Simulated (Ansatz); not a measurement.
## HfB2 (P6/mmm): zone-centre modes under pressure

Aim: how do the optical modes of HfB2 (P6/mmm) move with volume?

Method: DFT LDA, scalar-relativistic, plane waves, PAW; PAW set soft_1, in Ansatz 0.2.0.

### 1. Set-up

Symmetry: P6/mmm, No. 191, hexagonal system. Conventional cell: a = 3.140 Å, b = 3.140 Å, c = 3.480 Å, α = 90.00°, β = 90.00°, γ = 120.00°. Nearest to B lie 3 B at 1.81 Å and 6 Hf at 2.51 Å. Nearest to Hf lie 12 B at 2.51 Å. Farther neighbours are not listed.

### 2. A rough relaxation first

The start is far from rest, so a relaxation with loose tolerances brings it close first.

input.yaml

```yaml
crystal:
  lattice:
    - [3.14, 0.0, 0.0]
    - [-1.57, 2.7193197679, 0.0]
    - [0.0, 0.0, 3.48]
  atoms:
    - { symbol: B, position: [0.33333333, 0.66666667, 0.5] }
    - { symbol: B, position: [0.66666667, 0.33333333, 0.5] }
    - { symbol: Hf, position: [0.0, 0.0, 0.0] }
kpoints:
  mp_grid: { grid: [9, 9, 6] }
hamiltonian:
  xc: lda
  pseudopotentials: { kind: paw, azcp: { folder: soft_1 }, xc_functional: pbe }
scf:
  occupations: { method: gaussian, width: 0.1 }
output:
  forces: true
  stress: true
  eigenvalues: true
relax:
  adjacent_minimum: "off"
  f_tol: 0.05
  max_steps: 80
  cell: { stress_tol: 0.5 }
```

The run is started by

```bash
ansatz run input.yaml --threads 4 --pin off --max-ram 10240MiB --backend cpu --events-out ev --progress --plain --runs-dir out
```

Numbers of over 12 decimals in the logs are rounded to 6 here.

Output:

```text
The last accepted step is kept in <dir> (removed where the run ends without a failure and the disk answers)
Engine: ansatz 0.2.0, x86_64-unknown-linux-gnu
Pseudopotentials: kind: paw
Pseudopotential: B, paw, valence charge 3, recommended cutoff 420 eV (normal), soft_1/B.paw.azcp
Pseudopotential: Hf, paw, valence charge 26, recommended cutoff 420 eV (normal), soft_1/Hf.paw.azcp
Functional definition: SPW92
[...]
F+E_penalty+E_count = -15780.32342904 eV   max|allowed force component| = 1.049e-16 eV/Å   (the final SCF, on the basis selected at the relaxed cell)
  cell:  # Å, volume = 28.5529 Å³
    - [3.105751, 0.0, 0.0]
    - [-1.552875, 2.689659, 0.0]
    - [0.0, 0.0, 3.418108]
  atoms:
    - { symbol: B, position: [0.333333, 0.666667, 0.500000] }
    - { symbol: B, position: [0.666667, 0.333333, 0.500000] }
    - { symbol: Hf, position: [0, 0, 0.0] }
[key lines of the parts left out:]
SCF converged after 4 iterations
Free energy (F): -15780.323429 eV
Fermi energy:    19.695570 eV
P = ⅓ Tr σ = -0.1303 GPa (-1.303 kbar)
```

Elapsed: 1.7 s, on 4 threads of INTEL XEON PLATINUM 8581C at 2.10GHz (Emerald Rapids), shared host; peak memory 0.4 GiB.

The steps of the relaxation:

```csv
step,energy less that of the first step (eV),largest force component (eV/Å),pressure (GPa),volume (Å³)
1,0.0000,0.0000,-10.13,29.71
2,-0.0282,0.0000,4.21,28.09
3,-0.0394,0.0000,0.06,28.55
4,-0.0397,0.0000,-0.09,28.55
5*,-0.0389,0.0000,-0.13,28.55
```

Relaxation steps marked * repeat the geometry before them on a plane-wave basis chosen anew for their cell, so energy and pressure can jump there.

The run keeps the 24 symmetry operations that it works with, so distortions that break them were not tested.

```csv
"conventional cell, symmetrised",before,after,change
a (Å),3.140,3.106,-1.1 %
b (Å),3.140,3.106,-1.1 %
c (Å),3.480,3.418,-1.8 %
volume (Å³/atom),9.90,9.52,-3.9 %
```

Final coordinates:

```xyz
3
Lattice="3.1058 0.0000 0.0000 -1.5529 2.6897 0.0000 0.0000 0.0000 3.4181" Properties=species:S:1:pos:R:3 pbc="T T T"
B     0.0000    1.7931    1.7091
B     1.5529    0.8966    1.7091
Hf    0.0000    0.0000    0.0000
```

This step gave:

| Item | Value |
| --- | --- |
| pressure | -0.1303 GPa |
| volume per atom | 9.518 Å³ |
| gap on the k-mesh | 0 eV |

In this step the volume went from 9.90 to 9.52 Å³/atom.

### 3. Relaxation

Harmonic phonons are second derivatives at a point where the forces vanish, and they are wanted at zero stress, so atoms and cell are relaxed first.

input.yaml, the sections that differ from step 2:

```yaml
crystal:
  lattice:
    - [3.1057505561, 0.0, 0.0]
    - [-1.552875278, 2.6896588794, 0.0]
    - [0.0, 0.0, 3.4181075205]
  atoms:
    - { symbol: B, position: [0.3333333333, 0.6666666667, 0.5] }
    - { symbol: B, position: [0.6666666667, 0.3333333333, 0.5] }
    - { symbol: Hf, position: [0.0, 0.0, 0.0] }
kpoints:
  mp_grid: { grid: [15, 15, 12] }
output:
  forces: true
  stress: true
  eigenvalues: true
  write_density: true
  write_potential: true
  elf: true
  volumetric_format: npy
relax:
  adjacent_minimum: "off"
  f_tol: 0.005
  max_steps: 80
  cell: { stress_tol: 0.05 }
# hamiltonian, scf: as in step 2
```

Output:

```text
[...]
Crystal: 3 atoms, lattice volume = 28.553 Å³
Basis set: ecut = 420 eV, 563 PW (Γ)
Bands: 20, of which v1, the nominal top of the filled ones, is band 16 counted from 1 (15 counted from 0)
Symmetry: 24 space group operations
[...]
k-points: 189 of 2700
[...]
SCF iter   1: F=—  HF=-15780.979748 eV  |F-HF|=—  |Δ(HF+E_count)|=         —  Δρ=6.78e-2  dr2=2.07e0  ethr=3.10e-3  ⟨swp⟩=4.4  Hψ=15066  notcnv=0
[...]
SCF iter   8: F=-15780.331986 eV  HF=-15780.331986 eV  |F-HF|=3.36e-9  |Δ(HF+E_count)|=   1.20e-7  Δρ=4.28e-6  dr2=4.18e-9  ethr=3.13e-10  ⟨swp⟩=9.2  Hψ=27221  notcnv=0
SCF 1 converged in 8 iterations: F = -15780.331986 eV  dr2 = 4.18e-9
[...]
relax step   1: F+E_penalty+E_count = -15780.33198600 eV  Δ(F+E_penalty+E_count) = +0.000e0 eV  max|allowed force component| = 1.604e-16 eV/Å  Δτ_max = 0.0000 Å  P = -0.191 GPa  Ω = 28.553 Å³  (8 SCF iters, dr2 threshold 1.00e-7 eV, accepted)
Crystal: 3 atoms, lattice volume = 28.551 Å³
[...]
SCF iter   4: F=-15780.332091 eV  HF=-15780.332091 eV  |F-HF|=1.81e-8  |Δ(HF+E_count)|=   2.65e-7  Δρ=1.93e-5  dr2=3.24e-8  ethr=9.37e-10  ⟨swp⟩=9.1  Hψ=28290  notcnv=0
SCF 2 converged in 4 iterations: F = -15780.332091 eV  dr2 = 3.24e-8
  Residual-converged pass: ⟨swp⟩=1.0  Hψ=4541  notcnv=0  max |occ|·‖R‖ = 7.0e-9 eV (tolerance 1.0e-8 eV)  dr2=3.24e-8  dr2_onsite=1.32e-8  max |Δocc| = 1.7e-10
relax step   2: F+E_penalty+E_count = -15780.33209108 eV  Δ(F+E_penalty+E_count) = -1.051e-4 eV  max|allowed force component| = 1.542e-16 eV/Å  Δτ_max = 0.0000 Å  P = -0.117 GPa  Ω = 28.551 Å³  energy of the carried Pulay correction = +9.742e-6 eV  (4 SCF iters, dr2 threshold 3.00e-7 eV, accepted)
Crystal: 3 atoms, lattice volume = 28.541 Å³
[...]
SCF iter   2: F=-15780.332113 eV  HF=-15780.332113 eV  |F-HF|=4.78e-8  |Δ(HF+E_count)|=   3.69e-7  Δρ=1.96e-5  dr2=7.89e-8  ethr=6.28e-10  ⟨swp⟩=6.5  Hψ=26461  notcnv=0
SCF 3 converged in 2 iterations: F = -15780.332113 eV  dr2 = 7.89e-8
relax step   3: F+E_penalty+E_count = -15780.33211264 eV  Δ(F+E_penalty+E_count) = -2.156e-5 eV  max|allowed force component| = 1.419e-16 eV/Å  Δτ_max = 0.0000 Å  P = -0.034 GPa  Ω = 28.541 Å³  energy of the carried Pulay correction = +1.648e-5 eV  (2 SCF iters, dr2 threshold 2.01e-7 eV, accepted)
[...]
SCF iter   5: F=-15780.332103 eV  HF=-15780.332103 eV  |F-HF|=7.28e-12  |Δ(HF+E_count)|=   1.40e-9  Δρ=2.38e-7  dr2=1.02e-11  ethr=1.00e-12  ⟨swp⟩=6.0  Hψ=18696  notcnv=0
SCF 4 converged in 5 iterations: F = -15780.332103 eV  dr2 = 1.02e-11
relax step   4: F+E_penalty+E_count = -15780.33210264 eV  Δ(F+E_penalty+E_count) = +1.001e-5 eV  max|allowed force component| = 7.401e-17 eV/Å  Δτ_max = 0.0000 Å  P = -0.035 GPa  Ω = 28.541 Å³  stress off target by 3.58e-2 GPa  SCF on the basis re-selected at this cell (its energy is not comparable with the rows above)  (5 SCF iters)
[...]
SCF converged after 5 iterations
Free energy (F): -15780.332103 eV
[...]
Internal energy: -15780.330996 eV  (E = F + TS)
E sigma→0 (E₀):  -15780.331549 eV
Entropy (-TS):   -0.001107 eV (-0.369 meV/atom)
Fermi energy:    19.672234 eV
[...]
--- Stress (GPa, compression-positive) ---
       -0.035813       0.000000       0.000000
        0.000000      -0.035813       0.000000
        0.000000       0.000000      -0.033569
  P = ⅓ Tr σ = -0.0351 GPa (-0.351 kbar)
--- Band table (eV; the first three rows and the last of 189) ---
  k-point 0: bands = [... 12 lower, 16.5479, 16.6260, 16.6260, 17.0467, 23.7540, 23.7540, 24.4699, 24.4699]
  k-point 1: bands = [... 12 lower, 15.7138, 16.7012, 16.7012, 17.8416, 22.9026, 22.9026, 24.2183, 24.2183]
  k-point 2: bands = [... 12 lower, 14.6354, 16.9235, 16.9235, 18.8283, 21.8630, 21.8630, 23.5581, 23.5581]
  k-point 188: bands = [... 12 lower, 10.5035, 14.1733, 16.5075, 16.5075, 24.3597, 25.2703, 26.9631, 26.9631]
--- Relaxed structure (3 steps of the walk, 3 accepted, 1 SCFs on fresh bases) ---
[...]
cell:  # Å, volume = 28.5409 Å³
    - [3.103138, -2.884319100375756e-11, 0.0]
    - [-1.551569, 2.687396, 0.0]
    - [0.0, 0.0, 3.422438]
  atoms:
    - { symbol: B, position: [0.333333, 0.666667, 0.500000] }
    - { symbol: B, position: [0.666667, 0.333333, 0.500000] }
    - { symbol: Hf, position: [0, 0, 0.0] }
```

Elapsed: 3.9 s, on 4 threads; peak memory 0.49 GiB.

The steps of the relaxation:

```csv
step,energy less that of the first step (eV),largest force component (eV/Å),pressure (GPa),volume (Å³)
1,0.0000,0.0000,-0.19,28.55
2,-0.0001,0.0000,-0.12,28.55
3,-0.0001,0.0000,-0.03,28.54
4*,-0.0001,0.0000,-0.04,28.54
```

Relaxation steps marked * repeat the geometry before them on a plane-wave basis chosen anew for their cell, so energy and pressure can jump there.

Forces are held to the 24 operations that the run works with; a distortion that breaks them can't arise in this run.

```csv
"conventional cell, symmetrised",before,after,change
a (Å),3.106,3.103,-0.1 %
b (Å),3.106,3.103,-0.1 %
c (Å),3.418,3.422,+0.1 %
volume (Å³/atom),9.52,9.51,-0.0 %
```

The relaxed structure:

```cif
data_structure
_symmetry_space_group_name_H-M 'P 1'
_symmetry_Int_Tables_number 1
_cell_length_a 3.1031
_cell_length_b 3.1031
_cell_length_c 3.4224
_cell_angle_alpha 90.000
_cell_angle_beta 90.000
_cell_angle_gamma 120.000
_cell_volume 28.54
loop_
_atom_site_label
_atom_site_type_symbol
_atom_site_fract_x
_atom_site_fract_y
_atom_site_fract_z
_atom_site_occupancy
B1 B 0.33333 0.66667 0.50000 1
B2 B 0.66667 0.33333 0.50000 1
Hf3 Hf 0.00000 0.00000 0.00000 1
```

Numbers from this step:

```
pressure        : -0.03506 GPa
volume per atom : 9.514 Å³
```

Valence density in the ab plane at fractional z = 0.500, with atoms of B within 0.2 Å of it. It is the smooth field of the valence electrons, not physical close to the nuclei.

Ten even steps from '0' (0.18 e/Å³) to '9' (0.82 e/Å³):
```
0012357997532100
0113579997531100
1235789987532111
2357876787532212
4578733787543333
6799636997655555
8999779998777777
9998889999988899
8777777899977999
6555556799636997
4333345787337875
2212235787678753
1111235789987532
0001135799975311
0001235799753210
0001246898642100
```
Columns run along a (3.1 Å), rows up along b (3.1 Å). Atoms in or near the plane, at fractional coordinates: B at (0.33, 0.67), B at (0.67, 0.33).

ELF in the ab plane at fractional z = 0.500, with atoms of B within 0.2 Å of it. It is the smooth field of the valence electrons, not physical close to the nuclei.

Ten even steps from '_' (0.00) to '@' (0.86):
```
::::--++**%%@@@@@@@@%%**++--::::
::--==**##############**==--::::
==++****++==----==++****++==----
****##++::______::++##****++==++
##%%##==________==##%%##********
@@@@##--______--##@@@@%%##**##%%
@@@@##--____--##@@@@@@##++++##@@
@@@@##==::==##@@@@@@##==::==##@@
@@@@##++++##@@@@@@##--____--##@@
@@%%##**##%%@@@@##--______--##@@
##********##%%##==________==##%%
**++==++****##++::______::++##**
==----==++****++==----==++****++
::::::--==**##############**==--
::::::--++**%%@@@@@@@@%%**++--::
::::::==**##@@@@@@@@@@##**==::::
```
Columns run along a (3.1 Å), rows up along b (3.1 Å). Atoms in or near the plane, at fractional coordinates: B at (0.33, 0.67), B at (0.67, 0.33).

Electrostatic potential energy in the ab plane at fractional z = 0.500, with atoms of B within 0.2 Å of it. With pseudopotentials it is smooth inside the atoms' cores, unlike the true potential.

Ten even steps from '0' (-25 eV) to '9' (20 eV):
```
9999988778899999
9999864346899999
9998520025899999
9985100015899999
9862000026899999
8840000048888888
8730000378865568
8742124787421247
8865568873000037
8888888840000048
9999998620000268
9999998510001589
9999998520025899
9999998643468999
9999998877889999
9999998888899999
```
Columns run along a (3.1 Å; values clipped at the 3rd and 97th percentile), rows up along b (3.1 Å). Atoms in or near the plane, at fractional coordinates: B at (0.33, 0.67), B at (0.67, 0.33).

In this step the volume went from 9.52 to 9.51 Å³/atom.

### 4. Tight relaxation

Phonons need small forces and stress, so the relaxation is finished with tight tolerances on 15×15×12 k points.

input.yaml, the sections that differ from step 3:

```yaml
crystal:
  lattice:
    - [3.103137556, 0.0, 0.0]
    - [-1.551568778, 2.687395955, 0.0]
    - [0.0, 0.0, 3.4224377966]
  atoms:
    - { symbol: B, position: [0.3333333333, 0.6666666667, 0.5] }
    - { symbol: B, position: [0.6666666667, 0.3333333333, 0.5] }
    - { symbol: Hf, position: [0.0, 0.0, 0.0] }
scf:
  occupations: { method: methfessel_paxton, width: 0.2 }
output:
  forces: true
  stress: true
  eigenvalues: true
relax:
  adjacent_minimum: "off"
  f_tol: 0.001
  max_steps: 60
  cell: { stress_tol: 0.01 }
# kpoints, hamiltonian: as in step 3
```

Output:

```text
[...]
Crystal: 3 atoms, lattice volume = 28.541 Å³
Basis set: ecut = 420 eV, 563 PW (Γ)
Bands: 20, of which v1, the nominal top of the filled ones, is band 16 counted from 1 (15 counted from 0)
Symmetry: 24 space group operations
[...]
k-points: 189 of 2700
[...]
k-point 188: bands = [... 12 lower, 10.5061, 14.1762, 16.5106, 16.5106, 24.3635, 25.2748, 26.9677, 26.9677]
--- Relaxed structure (2 steps of the walk, 2 accepted, 1 SCFs on fresh bases) ---
[...]
cell:  # Å, volume = 28.5364 Å³
    - [3.102943, 0.0, 0]
    - [-1.551472, 2.687228, 0]
    - [0, 0, 3.422325]
  atoms:
    - { symbol: B, position: [0.333333, 0.666667, 0.500000] }
    - { symbol: B, position: [0.666667, 0.333333, 0.500000] }
    - { symbol: Hf, position: [0, 0, 0] }
[key lines of the parts left out:]
SCF converged after 5 iterations
Free energy (F): -15780.331478 eV
Fermi energy:    19.668449 eV
P = ⅓ Tr σ = 0.0041 GPa (0.041 kbar)
```

The job ended after 3 s (4 threads; peak memory 0.48 GiB; 10 s of CPU time).

Little changed from the start: no atom moved by 0.005 Å and no cell edge by 0.1 %.

Numbers from this step:

| Property | Result |
| --- | --- |
| pressure | 0.004083 GPa |
| volume per atom | 9.512 Å³ |

The forces vanish by symmetry and the pressure is 0.004 GPa, within the tolerances set. The cell now holds 9.51 Å³/atom.

### 5. Modes at rest

The force constants come from the linear response of the density to a displacement.

The modes at rest are the reference of the series.

input.yaml, the sections that differ from step 4:

```yaml
crystal:
  lattice:
    - [3.102943116, 0.0, 0.0]
    - [-1.551471558, 2.687227565, 0.0]
    - [0.0, 0.0, 3.422325395]
  atoms:
    - { symbol: B, position: [0.3333333333, 0.6666666667, 0.5] }
    - { symbol: B, position: [0.6666666667, 0.3333333333, 0.5] }
    - { symbol: Hf, position: [0.0, 0.0, 0.0] }
output:
  eigenvalues: true
phonons:
  method: dfpt
# kpoints, hamiltonian, scf: as in step 4
# relax: removed
```

Output:

```text
zone centre: on kpoints.mp_grid the ground state, and the responses unless they are solved on pairs of k-points, stand on 448 of the mesh's 2700 k-points, reduced under 4 symmetry operations, with k and −k counted as one. Each operation leaves every solved displacement unchanged or reverses it
[...]
Crystal: 3 atoms, lattice volume = 28.536 Å³
Basis set: ecut = 420 eV, 563 PW (Γ), exchange–correlation on 48×48×48 points (8 copies of the dense FFT grid, shifted against one another)
Bands: 20, of which v1, the nominal top of the filled ones, is band 16 counted from 1 (15 counted from 0)
Symmetry: 24 space group operations
k-points: 448 of 2700 (irreducible under 4 space group operations, time reversal used)
[...]
SCF iter   1: F=—  HF=-15780.983549 eV  |F-HF|=—  |Δ(HF+E_count)|=         —  Δρ=6.80e-2  dr2=2.08e0  ethr=3.10e-3  ⟨swp⟩=4.1  Hψ=34979  notcnv=0
[...]
SCF iter  10: F=-15780.331478 eV  HF=-15780.331478 eV  |F-HF|=3.64e-12  |Δ(HF+E_count)|=  3.64e-12  S|Δr|=    0.00e0  Δρ=3.01e-8  dr2=9.74e-14  ethr=1.00e-12  ⟨swp⟩=5.7  Hψ=41666  notcnv=0
SCF 1 converged in 10 iterations: F = -15780.331478 eV  dr2 = 9.74e-14
[...]
DFPT response loops at Γ: preconditioner auto → Kerker (q_TF=auto, 2.781 Å⁻¹) (partly filled bands, converged f_vac=0.000); β = 1.00, the filter's whole step (`scf.mixing.beta` (0.50) is not read by the response loops under this deck's `scf.mixing.preconditioner`; to damp them name `kerker` or `kerker_dos`, under which they read `scf.mixing.beta`, and type it under 1.00, their step now; both keys bind the ground state too); Broyden in place of MSR1
SCF converged after 10 iterations
[...]
Free energy (F): -15780.331478 eV
[...]
Internal energy: -15780.331891 eV  (E = F + TS)
E sigma→0 (E₀):  -15780.331582 eV
Entropy (-TS):   0.000413 eV (0.138 meV/atom)
Fermi energy:    19.668449 eV
[...]
--- Band table (eV; the first three rows and the last of 448) ---
  k-point 0: bands = [... 12 lower, 16.5504, 16.6291, 16.6291, 17.0497, 23.7578, 23.7578, 24.4736, 24.4736]
  k-point 1: bands = [... 12 lower, 15.7165, 16.7043, 16.7043, 17.8445, 22.9063, 22.9063, 24.2220, 24.2220]
  k-point 2: bands = [... 12 lower, 14.6382, 16.9266, 16.9266, 18.8311, 21.8666, 21.8666, 23.5617, 23.5617]
  k-point 447: bands = [... 12 lower, 12.3595, 14.5073, 15.1927, 16.6946, 23.8148, 25.0684, 25.2585, 26.4445]
--- Phonons (Γ-DFPT): 4 representative perturbations + reference, on 448 of 2700 k-points (Σ response iterations 12) ---
  k mesh reduced under 4 symmetry operations, with k and −k counted as one. Each operation leaves every solved displacement unchanged or reverses it
  ASR residual: 6.851e-6 → 0.000e0 eV/Å²; symmetrization residual: 7.091e-7 eV/Å²
  ASR residual per site (eV/Å²): 1.48e-6 1.48e-6 6.85e-6
  Γ frequencies (cm⁻¹): 0.00 0.00 0.00 457.40 457.40 485.04 572.75 832.53 832.53
  non-analytic LO–TO correction: not included (Born effective charges unavailable; polar crystals: no LO–TO splitting at Γ)
```

Run time: 17 s. Hardware: 4 threads; peak memory 1.2 GiB.

Reading the cycles: dr2 is the Hartree energy of the density residual (eV), the measure of convergence; HF is the Harris–Foulkes estimate of the energy, which meets the free energy F at convergence.

Numbers from this step:

| Item | Value |
| --- | --- |
| sum-rule residual before enforcement | 6.85e-6 eV/Å² |
| point group | 6/mmm |
| highest optical mode at the zone centre (no LO-TO term) | 832.5 cm⁻¹ |
| lowest optical zone-centre mode | 457.4 cm⁻¹ |

Patterns of degenerate modes are one choice out of their space. Modes at Γ, with each element's share of the kinetic energy:

```csv
mode,frequency (cm⁻¹),symmetry,B %,Hf %
1,0.0,acoustic,11,89
2,0.0,acoustic,11,89
3,0.0,acoustic,11,89
4,457.4,E1u,89,11
5,457.4,E1u,89,11
6,485.0,A2u,89,11
7,572.8,B1g,100,0
8,832.5,E2g,100,0
9,832.5,E2g,100,0
```

Displacements in mode 5 (457.4 cm⁻¹), the largest set to 1:
```
B1   0.00  1.00  0.00
B2   0.00  1.00  0.00
Hf3  0.00 -0.12  0.00
```

Displacements in mode 9 (832.5 cm⁻¹), the largest set to 1:
```
B1   0.00  1.00  0.00
B2   0.00 -1.00  0.00
Hf3  0.00  0.00  0.00
```

Before it was imposed, the acoustic sum rule was missed by 6.9e-6 eV/Å². Small misses are needed for a sound result but don't prove that mesh and cutoff are converged. The lowest optical mode is real, 457 cm⁻¹.

[end of part 1 of 2]

[Logs are printed without paths, hosts, clocks, repeated set-up lines and the standing remarks that a program may print on its own settings, such as how far it seeks lower states.]

[Hosts, paths, dates, database ids (printed as entryN), source tags and the programs' standing remarks are cut or masked in the printed files.]
